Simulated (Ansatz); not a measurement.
**Ba2Nb3, from a guessed structure to a relaxed one**

Starting from a made-up structure for Ba2Nb3, the aim is the relaxed cell, its shortest contacts and, where a second run follows, its electronic structure.

Calculated with Ansatz 0.2.0; DFT, PBEsol, plane-wave PAW, files of the set soft_1, scalar-relativistic, no spin, cell and ions relaxed at zero pressure; PAW set soft_1.

## Step 1: Starting point

Symmetry: Immm, No. 71, orthorhombic system. The conventional cell has a = 4.502 Å, b = 7.309 Å, c = 9.203 Å, α = 90.00°, β = 90.00°, γ = 90.00°. Nearest to Ba lie 8 Nb at 3.33 to 3.44 Å. Nearest to Nb lie 3 Nb at 2.85 to 3.17 Å and 6 Ba at 3.33 to 3.42 Å. Nearest to Nb lie 4 Nb at 3.17 Å and 4 Ba at 3.44 Å. Farther neighbours are not listed.

## Step 2: Relaxing cell and atoms

The guess takes its coordinates from another compound and its volume from a rule, so the cell and any free coordinates are relaxed together.

The input, input.yaml:

```yaml
crystal:
  lattice:
    - [-2.251, 3.6545, 4.6015]
    - [2.251, -3.6545, 4.6015]
    - [2.251, 3.6545, -4.6015]
  atoms:
    - { symbol: Ba, position: [0.282, 0.782, 0.5] }
    - { symbol: Ba, position: [0.718, 0.218, 0.5] }
    - { symbol: Nb, position: [0.3053, 0.5, 0.8053] }
    - { symbol: Nb, position: [0.6947, 0.5, 0.1947] }
    - { symbol: Nb, position: [0.0, 0.0, 0.0] }
kpoints:
  mp_grid: { grid: [7, 7, 7] }
scf:
  occupations: { method: fermi_dirac, width: 0.05 }
hamiltonian:
  xc: pbesol
  pseudopotentials: { kind: paw, azcp: { folder: soft_1 }, xc_functional: pbe }
relax:
  f_tol: 0.015
  max_steps: 70
  cell: {}
output:
  forces: true
  stress: true
```

The run is started by

```console
> ansatz run input.yaml --threads 4 --pin off --max-ram 8192MiB --backend cpu --events-out ev --progress --plain --runs-dir out
```

Numbers of over 12 decimals in the logs are rounded to 6 here.

Output:

```text
Engine: ansatz 0.2.0, aarch64-unknown-linux-gnu
Pseudopotentials: kind: paw
Pseudopotential: Ba, paw, valence charge 10, recommended cutoff 420 eV (normal), soft_1/Ba.paw.azcp
Pseudopotential: Nb, paw, valence charge 13, recommended cutoff 420 eV (normal), soft_1/Nb.paw.azcp
Functional definition: PBEsol
  exchange = pbesol_x
  correlation = pbesol_c
Crystal: 5 atoms, lattice volume = 151.413 Å³
Basis set: ecut = 420 eV, 2981 PW (Γ), exchange–correlation on 90×90×90 points (8 copies of the dense FFT grid, shifted against one another)
Bands: 36, of which v1, the nominal top of the filled ones, is band 30 counted from 1 (29 counted from 0)
Symmetry: 8 space group operations
Space group: Immm (ITA 71), of the structure as read, at distance tolerance 5.3e-5 Å
k-points: 64 of 343
Non-local potential: Ba, projectors of the file, l = 0: 3, l = 1: 2, l = 2: 2, l = 3: 2
Non-local potential: Nb, projectors of the file, l = 0: 3, l = 1: 2, l = 2: 2, l = 3: 1
PAW form: soft (Blöchl's): semilocal exchange-correlation on the pseudo side does not see the compensation charge
PAW frozen core: Ba, regenerated for the run's functional, and the local potential with it (the file was generated under x = pbe(κ = 0.804, μ = 0.219515), c = pbe(β = 0.066725))
PAW frozen core: Nb, regenerated for the run's functional, and the local potential with it (the file was generated under x = pbe(κ = 0.804, μ = 0.219515), c = pbe(β = 0.066725))
PAW one-centre angular grid: Ba, 194 points (default); XC on 64 Gauss nodes
PAW one-centre angular grid: Nb, 590 points (default); XC on 64 Gauss nodes
Initial density: superposition of atomic densities (chi_scale 0.1, normalization cell, long waves kept (reshape's long-wave potential 0.00 eV rms))
Initial wavefunctions: pseudopotential atomic-orbital guess
Functional: x = pbesol(κ = 0.804, μ = 0.123457), c = pbesol(β = 0.046)
SCF iter   1: F=—  HF=-25212.819874 eV  |F-HF|=—  |Δ(HF+E_count)|=         —  Δρ=9.94e-2  dr2=4.38e1  ethr=3.10e-3  ⟨swp⟩=6.4  Hψ=10381  notcnv=0
preconditioner: auto → Kerker (q_TF=auto, 2.332 Å⁻¹)  [metal: Δε(μ)=0.006 eV  Ē_g=7.335 eV  σ=0.050 eV  W_gap=0.03  n_scr=40 (ndim 8)  ℏωp=16.8 eV  f_vac=0.000  D(μ)=7.43/eV (n_scr^D=56)]
SCF iter   2: F=—  HF=-25205.824756 eV  |F-HF|=—  |Δ(HF+E_count)|=    7.00e0  Δρ=4.17e-2  dr2=5.96e0  ethr=3.10e-3  ⟨swp⟩=3.4  Hψ=5621  notcnv=0
SCF iter   3: F=—  HF=-25204.692280 eV  |F-HF|=—  |Δ(HF+E_count)|=    1.13e0  Δρ=1.55e-2  dr2=9.63e-1  ethr=3.10e-3  ⟨swp⟩=5.1  Hψ=6125  notcnv=0
SCF iter   4: F=—  HF=-25204.707526 eV  |F-HF|=—  |Δ(HF+E_count)|=   1.52e-2  Δρ=1.48e-2  dr2=9.94e-1  ethr=1.63e-3  ⟨swp⟩=2.5  Hψ=3305  notcnv=0
SCF iter   5: F=—  HF=-25204.669640 eV  |F-HF|=—  |Δ(HF+E_count)|=   3.79e-2  Δρ=8.98e-3  dr2=3.72e-1  ethr=1.63e-3  ⟨swp⟩=1.0  Hψ=2352  notcnv=0
SCF iter   6: F=—  HF=-25204.650348 eV  |F-HF|=—  |Δ(HF+E_count)|=   1.93e-2  Δρ=3.04e-3  dr2=4.16e-2  ethr=6.31e-4  ⟨swp⟩=1.5  Hψ=2384  notcnv=0
SCF iter   7: F=—  HF=-25204.648756 eV  |F-HF|=—  |Δ(HF+E_count)|=   1.59e-3  Δρ=1.85e-4  dr2=8.44e-5  ethr=7.05e-5  ⟨swp⟩=2.3  Hψ=2784  notcnv=0  defer=1
SCF iter   8: F=—  HF=-25204.648878 eV  |F-HF|=—  |Δ(HF+E_count)|=   1.22e-4  Δρ=8.38e-5  dr2=2.30e-5  ethr=1.43e-7  ⟨swp⟩=2.2  Hψ=4115  notcnv=0
SCF iter   9: F=—  HF=-25204.648875 eV  |F-HF|=—  |Δ(HF+E_count)|=   3.29e-6  Δρ=2.67e-5  dr2=1.53e-6  ethr=3.89e-8  ⟨swp⟩=2.0  Hψ=2896  notcnv=0
SCF iter  10: F=—  HF=-25204.648875 eV  |F-HF|=—  |Δ(HF+E_count)|=   1.04e-7  Δρ=1.65e-5  dr2=1.26e-6  ethr=2.59e-9  ⟨swp⟩=1.7  Hψ=3116  notcnv=0
SCF iter  11: F=-25204.648875 eV  HF=-25204.648875 eV  |F-HF|=1.16e-9  |Δ(HF+E_count)|=   6.61e-8  Δρ=1.39e-6  dr2=3.39e-9  ethr=1.69e-10  ⟨swp⟩=3.5  Hψ=7570  notcnv=0
SCF 1 converged in 11 iterations: F = -25204.648875 eV  dr2 = 3.39e-9
  greatest PAW one-centre occupation: 0.998 electrons in one spin orbital (limit 2), on the Nb atom at site 4 (counted from 0), in its partial waves of l = 0
relax step   1: F+E_penalty+E_count = -25204.64887464 eV  Δ(F+E_penalty+E_count) = +0.000e0 eV  max|allowed force component| = 5.687e-1 eV/Å  Δτ_max = 0.0000 Å  P = -5.773 GPa  Ω = 151.413 Å³  (11 SCF iters, dr2 threshold 1.00e-7 eV, accepted)
Crystal: 5 atoms, lattice volume = 142.494 Å³
Basis set: ecut = 420 eV, 2811 PW (Γ), exchange–correlation on 90×90×90 points (8 copies of the dense FFT grid, shifted against one another)
Initial density: handed on by an earlier stage of this run
Initial wavefunctions: those handed on with the density
iter 1 solved again at ethr=6.67e-5 eV; its pass at ethr=3.10e-3 eV (dr2=3.93e-2 eV) is discarded
SCF iter   1: F=—  HF=-25205.398741 eV  |F-HF|=—  |Δ(HF+E_count)|=         —  Δρ=5.27e-3  dr2=3.92e-2  ethr=6.67e-5  ⟨swp⟩=1.0  Hψ=13117  notcnv=0
preconditioner: auto → Kerker (q_TF=auto, 2.355 Å⁻¹)  [metal: Δε(μ)=0.006 eV  Ē_g=6.364 eV  σ=0.050 eV  W_gap=0.03  n_scr=32 (ndim 8)  ℏωp=17.3 eV  f_vac=0.000  D(μ)=9.81/eV (n_scr^D=108)]
SCF iter   2: F=—  HF=-25205.391501 eV  |F-HF|=—  |Δ(HF+E_count)|=   7.24e-3  Δρ=2.73e-3  dr2=1.05e-2  ethr=6.64e-5  ⟨swp⟩=1.0  Hψ=2307  notcnv=0
SCF iter   3: F=—  HF=-25205.389616 eV  |F-HF|=—  |Δ(HF+E_count)|=   1.88e-3  Δρ=7.13e-4  dr2=8.54e-4  ethr=1.78e-5  ⟨swp⟩=2.5  Hψ=3416  notcnv=0
SCF iter   4: F=—  HF=-25205.389498 eV  |F-HF|=—  |Δ(HF+E_count)|=   1.19e-4  Δρ=1.68e-4  dr2=5.36e-5  ethr=1.45e-6  ⟨swp⟩=2.5  Hψ=3394  notcnv=0
SCF iter   5: F=—  HF=-25205.389500 eV  |F-HF|=—  |Δ(HF+E_count)|=   1.92e-6  Δρ=4.51e-5  dr2=4.29e-6  ethr=9.08e-8  ⟨swp⟩=2.5  Hψ=4004  notcnv=0
SCF iter   6: F=-25205.389499 eV  HF=-25205.389499 eV  |F-HF|=1.54e-7  |Δ(HF+E_count)|=   1.01e-7  Δρ=1.19e-5  dr2=3.19e-7  ethr=8.47e-10  ⟨swp⟩=4.0  Hψ=7469  notcnv=0
SCF 2 converged in 6 iterations: F = -25205.389499 eV  dr2 = 3.19e-7
relax step   2: F+E_penalty+E_count = -25205.38949926 eV  Δ(F+E_penalty+E_count) = -7.406e-1 eV  max|allowed force component| = 7.038e-1 eV/Å  Δτ_max = 0.0517 Å  P = -3.648 GPa  Ω = 142.494 Å³  energy of the carried Pulay correction = +8.660e-4 eV  (6 SCF iters, dr2 threshold 5.00e-7 eV, accepted)
Crystal: 5 atoms, lattice volume = 135.302 Å³
Basis set: ecut = 420 eV, 2659 PW (Γ), exchange–correlation on 90×90×90 points (8 copies of the dense FFT grid, shifted against one another)
iter 1 solved again at ethr=6.41e-4 eV; its pass at ethr=3.10e-3 eV (dr2=3.78e-1 eV) is discarded
SCF iter   1: F=—  HF=-25206.219794 eV  |F-HF|=—  |Δ(HF+E_count)|=         —  Δρ=1.15e-2  dr2=3.81e-1  ethr=6.41e-4  ⟨swp⟩=1.0  Hψ=13285  notcnv=0
[...]
relax step   9: F+E_penalty+E_count = -25207.92174632 eV  Δ(F+E_penalty+E_count) = -7.974e-3 eV  max|allowed force component| = 4.733e-2 eV/Å  Δτ_max = 0.0188 Å  P = -0.382 GPa  Ω = 142.088 Å³  energy of the carried Pulay correction = +9.067e-4 eV  (6 SCF iters, dr2 threshold 5.00e-7 eV, accepted)
relax step  10: F+E_penalty+E_count = -25207.92504841 eV  Δ(F+E_penalty+E_count) = -3.302e-3 eV  max|allowed force component| = 6.649e-2 eV/Å  Δτ_max = 0.0077 Å  P = -0.054 GPa  Ω = 141.126 Å³  energy of the carried Pulay correction = +1.004e-3 eV  (6 SCF iters, dr2 threshold 5.00e-7 eV, accepted)
relax step  11: F+E_penalty+E_count = -25207.92582595 eV  Δ(F+E_penalty+E_count) = -7.775e-4 eV  max|allowed force component| = 2.364e-2 eV/Å  Δτ_max = 0.0180 Å  P = -0.137 GPa  Ω = 140.786 Å³  energy of the carried Pulay correction = +1.038e-3 eV  (6 SCF iters, dr2 threshold 2.76e-7 eV, accepted)
relax step  12: F+E_penalty+E_count = -25207.92631917 eV  Δ(F+E_penalty+E_count) = -4.932e-4 eV  max|allowed force component| = 1.266e-2 eV/Å  Δτ_max = 0.0032 Å  P = +0.019 GPa  Ω = 140.482 Å³  energy of the carried Pulay correction = +1.069e-3 eV  (6 SCF iters, dr2 threshold 1.84e-7 eV, accepted)
relax step  13: F+E_penalty+E_count = -25207.98466675 eV  Δ(F+E_penalty+E_count) = -5.835e-2 eV  max|allowed force component| = 1.095e-2 eV/Å  Δτ_max = 0.0000 Å  P = +0.557 GPa  Ω = 140.482 Å³  stress off target by 1.55e0 GPa  SCF on the basis re-selected at this cell (its energy is not comparable with the rows above)  (7 SCF iters)
relax step  14: F+E_penalty+E_count = -25208.00003017 eV  Δ(F+E_penalty+E_count) = -1.536e-2 eV  max|allowed force component| = 5.407e-2 eV/Å  Δτ_max = 0.0195 Å  P = +0.114 GPa  Ω = 141.838 Å³  energy of the carried Pulay correction = -1.367e-4 eV  (6 SCF iters, dr2 threshold 5.00e-7 eV, accepted)
relax step  15: F+E_penalty+E_count = -25208.00193567 eV  Δ(F+E_penalty+E_count) = -1.906e-3 eV  max|allowed force component| = 1.771e-2 eV/Å  Δτ_max = 0.0136 Å  P = +0.027 GPa  Ω = 142.542 Å³  energy of the carried Pulay correction = -2.026e-4 eV  (6 SCF iters, dr2 threshold 2.84e-7 eV, accepted)
relax step  16: F+E_penalty+E_count = -25208.00198658 eV  Δ(F+E_penalty+E_count) = -5.091e-5 eV  max|allowed force component| = 4.146e-3 eV/Å  Δτ_max = 0.0030 Å  P = -0.002 GPa  Ω = 142.712 Å³  energy of the carried Pulay correction = -2.179e-4 eV  (6 SCF iters, dr2 threshold 1.96e-8 eV, accepted)
iter 1 solved again at ethr=9.85e-6 eV; its pass at ethr=3.10e-3 eV (dr2=5.81e-3 eV) is discarded
SCF iter   1: F=—  HF=-25208.002323 eV  |F-HF|=—  |Δ(HF+E_count)|=         —  Δρ=6.08e-5  dr2=2.25e-7  ethr=9.85e-6  ⟨swp⟩=2.0  Hψ=13971  notcnv=0
eigensolver tolerance schedule: the retry pair's looser diagonalisation over-reported the residual by 25890.91 of it (diagonalisation noise at an unbounded share of the residual, at the tolerance the schedule requests for it); recorded, not acted on — ethr = c·dr2/N_el stays at c = 1.0e-1
preconditioner: auto → Kerker (q_TF=auto, 2.355 Å⁻¹)  [metal: Δε(μ)=0.004 eV  Ē_g=7.043 eV  σ=0.050 eV  W_gap=0.02  n_scr=34 (ndim 8)  ℏωp=17.3 eV  f_vac=0.000  D(μ)=6.17/eV (n_scr^D=54)]
SCF iter   2: F=—  HF=-25208.002216 eV  |F-HF|=—  |Δ(HF+E_count)|=   1.07e-4  Δρ=3.02e-5  dr2=4.51e-8  ethr=3.81e-10  ⟨swp⟩=3.4  Hψ=6247  notcnv=0
SCF iter   3: F=—  HF=-25208.002216 eV  |F-HF|=—  |Δ(HF+E_count)|=   3.88e-7  Δρ=1.27e-5  dr2=8.15e-9  ethr=7.64e-11  ⟨swp⟩=1.0  Hψ=2304  notcnv=0
iter 4 did not close the SCF: its close was put off for the readings that it lacked (scf_convergence_deferred on its scf_iter line)
SCF iter   4: F=-25208.002216 eV  HF=-25208.002216 eV  |F-HF|=1.09e-11  |Δ(HF+E_count)|=   8.30e-8  Δρ=2.13e-7  dr2=4.76e-11  ethr=1.38e-11  ⟨swp⟩=2.5  Hψ=2935  notcnv=0
iter 5 did not close the SCF: its close was put off for the readings that it lacked (scf_convergence_deferred on its scf_iter line)
SCF iter   5: F=-25208.002216 eV  HF=-25208.002216 eV  |F-HF|=3.64e-12  |Δ(HF+E_count)|=  3.64e-12  Δρ=4.65e-8  dr2=4.57e-12  ethr=1.00e-12  ⟨swp⟩=1.0  Hψ=2304  notcnv=0
iter 6 did not close the SCF: its close was put off for the readings that it lacked (scf_convergence_deferred on its scf_iter line)
SCF iter   6: F=-25208.002216 eV  HF=-25208.002216 eV  |F-HF|=3.64e-12  |Δ(HF+E_count)|=  3.64e-12  Δρ=1.43e-8  dr2=5.64e-13  ethr=1.00e-12  ⟨swp⟩=1.0  Hψ=2304  notcnv=0
iter 7 did not close the SCF: its close was put off for the readings that it lacked (scf_convergence_deferred on its scf_iter line)
SCF iter   7: F=-25208.002216 eV  HF=-25208.002216 eV  |F-HF|=3.64e-12  |Δ(HF+E_count)|=  7.28e-12  Δρ=4.35e-9  dr2=4.17e-14  ethr=1.00e-12  ⟨swp⟩=1.0  Hψ=2304  notcnv=0
SCF iter   8: F=-25208.002216 eV  HF=-25208.002216 eV  |F-HF|=3.64e-12  |Δ(HF+E_count)|=  3.64e-12  Δρ=1.05e-9  dr2=3.11e-15  ethr=1.00e-12  ⟨swp⟩=1.1  Hψ=4874  notcnv=0
SCF 17 converged in 8 iterations: F = -25208.002216 eV  dr2 = 3.11e-15
relax step  17: F+E_penalty+E_count = -25208.00221649 eV  Δ(F+E_penalty+E_count) = -2.299e-4 eV  max|allowed force component| = 4.129e-3 eV/Å  Δτ_max = 0.0000 Å  P = -0.002 GPa  Ω = 142.712 Å³  stress off target by 5.17e-3 GPa  SCF on the basis re-selected at this cell (its energy is not comparable with the rows above)  (8 SCF iters)
basis re-selected at this cell: Δ(F+E_penalty+E_count) = -2.299e-4 eV, ΔP = -0.000 GPa vs the last step (what re-selecting the basis moved, of the pressure what is left beyond the Pulay correction that the steps carried, after the strain that the cell walked since its last selection, with what the two solves' SCF thresholds leave and, on support functions, any second-order correction that the steps lacked; it is no m [...]
SCF converged after 8 iterations
Free energy (F): -25208.002216 eV
Harris-Foulkes:  -25208.002216 eV  (|F-HF|=3.64e-12)
Internal energy: -25207.951378 eV  (E = F + TS)
E sigma→0 (E₀):  -25207.976797 eV
Entropy (-TS):   -0.050838 eV (-10.168 meV/atom)
Fermi energy:    11.801930 eV
--- Per-component energies (eV) ---
  E_band       = -464.980258
  E_kinetic    = 1441.404991
  E_local      = -4053.264202  (includes V_loc(G=0)·N_el)
  E_nonlocal   = 488.535362
  E_hartree    = 1479.093732
  E_xc         = -884.047395
  E_vxc        = -853.167387  (∫ρ·V_xc dr)
  E_paw        = -19303.082932  (= ΣΔE_a)
  E_vpaw       = -446.676599  (= ΣTr[D̂ρ^β])
  E_aug_tail   = 0.000114  (compensation charges beyond the density's cutoff)
  E_ewald      = -4377.460052
  E_core_change = 0.869004  (= ΣΔE_core)
  E_smearing   = -0.050838  (= −TS)
  E_closure    = 0.000000  (closes the sum)
  Σ components = -25208.002216   (vs F -25208.002216, Δ=0.00e0)
--- Forces (eV/Å), atoms counted from 1 ---
  atom   1  Ba    -0.00000000     0.00000000    -0.00103689
  atom   2  Ba     0.00000000    -0.00000000     0.00103689
  atom   3  Nb    -0.00000000    -0.00412890     0.00000000
  atom   4  Nb     0.00000000     0.00412890     0.00000000
  atom   5  Nb     0.00000000     0.00000000    -0.00000000
  max |Σ_I F_I| component: 2.17e-19 eV/Å
--- Stress (GPa, compression-positive) ---
       -0.005172      -0.000000      -0.000000
       -0.000000      -0.004025       0.000000
       -0.000000       0.000000       0.003182
  P = ⅓ Tr σ = -0.0020 GPa (-0.020 kbar)
--- Relaxed structure (15 steps of the walk, 15 accepted, 2 SCFs on fresh bases) ---
  F+E_penalty+E_count = -25208.00221649 eV   max|allowed force component| = 4.129e-3 eV/Å   (the final SCF, on the basis selected at the relaxed cell)
  cell:  # Å, volume = 142.7123 Å³
    - [-2.197585, 2.703889, 6.004363]
    - [2.197585, -2.703889, 6.004363]
    - [2.197585, 2.703889, -6.004363]
  atoms:
    - { symbol: Ba, position: [0.290473, 0.790473, 0.500000] }
    - { symbol: Ba, position: [0.709527, 0.209527, 0.5] }
    - { symbol: Nb, position: [0.256200, 0.500000, 0.756200] }
    - { symbol: Nb, position: [0.743800, 0.5, 0.243800] }
    - { symbol: Nb, position: [-1.3194680356229116e-19, -1.3194680356229116e-19, 0] }
```

Run time: 53 s. Hardware: 4 threads of Arm Neoverse V2, shared host; peak memory 0.68 GiB.

Step by step:

| step | energy less that of the first step (eV) | largest force component (eV/Å) | pressure (GPa) | volume (Å³) |
| --- | --- | --- | --- | --- |
| 1 | 0.0000 | 0.5687 | -5.77 | 151.41 |
| 2 | -0.7406 | 0.7038 | -3.65 | 142.49 |
| 3 | -1.5289 | 0.8501 | -1.39 | 135.30 |
| 4 | -2.3723 | 0.6054 | 1.87 | 130.30 |
| 5 | -2.8295 | 0.0976 | 3.90 | 130.98 |
| 6 | -3.0658 | 0.0657 | 2.55 | 135.54 |
| 7 | -3.2091 | 0.0485 | 1.18 | 138.74 |
| 8 | -3.2649 | 0.0854 | 0.05 | 141.50 |
| 9 | -3.2729 | 0.0473 | -0.38 | 142.09 |
| 10 | -3.2762 | 0.0665 | -0.05 | 141.13 |
| 11 | -3.2770 | 0.0236 | -0.14 | 140.79 |
| 12 | -3.2774 | 0.0127 | 0.02 | 140.48 |
| 13* | -3.3358 | 0.0110 | 0.56 | 140.48 |
| 14 | -3.3512 | 0.0541 | 0.11 | 141.84 |
| 15 | -3.3531 | 0.0177 | 0.03 | 142.54 |
| 16 | -3.3531 | 0.0041 | 0.00 | 142.71 |
| 17* | -3.3533 | 0.0041 | 0.00 | 142.71 |

Relaxation steps marked * repeat the geometry before them on a plane-wave basis chosen anew for their cell, so energy and pressure can jump there.

Forces are held to the 8 operations that the run works with; a distortion that breaks them can't arise in this run.

| cell as run | before | after | change |
| --- | --- | --- | --- |
| a (Å) | 6.293 | 6.942 | +10.3 % |
| b (Å) | 6.293 | 6.942 | +10.3 % |
| c (Å) | 6.293 | 6.942 | +10.3 % |
| α (°) | 138.08 | 143.09 | +3.6 % |
| β (°) | 108.99 | 134.15 | +23.1 % |
| γ (°) | 86.02 | 60.25 | -30.0 % |
| volume (Å³/atom) | 30.28 | 28.54 | -5.7 % |

The atoms that moved most (Å, as changes of fractional coordinates times the final cell):

| atom | dx | dy | dz | length |
| --- | --- | --- | --- | --- |
| Nb4 | 0.000 | 0.266 | 0.000 | 0.266 |
| Nb3 | 0.000 | -0.266 | 0.000 | 0.266 |
| Ba1 | 0.000 | 0.000 | 0.102 | 0.102 |
| Ba2 | 0.000 | 0.000 | -0.102 | 0.102 |

The relaxed structure:

```
Ba Nb
1.0
    -2.19759    2.70389    6.00436
     2.19759   -2.70389    6.00436
     2.19759    2.70389   -6.00436
Ba Nb
2 3
Direct
  0.29047 0.79047 0.50000
  0.70953 0.20953 0.50000
  0.25620 0.50000 0.75620
  0.74380 0.50000 0.24380
  0.00000 0.00000 0.00000
```

This step gave:

```
free energy             : -25208.0022 eV
energy at zero smearing : -25207.9768 eV
smearing term TS        : 0.05084 eV
Fermi energy            : 11.80 eV
electrons               : 59
symmetry operations     : 8
pressure                : -0.002005 GPa
```

Shortest distances by pair of elements, guess and relaxed (not always the same contact):

| pair | guess (Å) | relaxed (Å) |
| --- | --- | --- |
| Nb–Nb | 2.846 | 2.598 |
| Ba–Nb | 3.334 | 3.591 |
| Ba–Ba | 4.013 | 3.617 |

The relaxation ends with a largest force component of 0.0041 eV/Å and a pressure of 0.00 GPa.

## Step 3: What came out

```yaml
space_group_relaxed: Immm
conventional_cell: a = 4.395, b = 5.408, c = 12.009 Å; α = 90.0°, β = 90.0°, γ = 90.0°
volume_per_atom: 28.54 Å³ (guess 30.28)
```

What this shows: Ba2Nb3 relaxes to Immm with a = 4.395, b = 5.408 and c = 12.009 Å. The guessed volume was 6 % too large. The space group Immm was held in the relaxation, so the end point is a stationary structure within it and may be a saddle against distortions or other arrangements. Mesh and cutoff weren't tested. A vector of the cell changed its length by 10 %, more than the volume shows. Spin-orbit coupling is left out, which can matter for elements this heavy. No dispersion term is used, so weakly bound directions may come out too long. The runs have no spin, and magnetism wasn't tested. Nothing here tests whether the compound is stable against decomposition.

[Logs are printed without paths, hosts, clocks, repeated set-up lines and the standing remarks that a program may print on its own settings, such as how far it seeks lower states.]

[Hosts, paths, dates, database ids (printed as entryN), source tags and the programs' standing remarks are cut or masked in the printed files.]
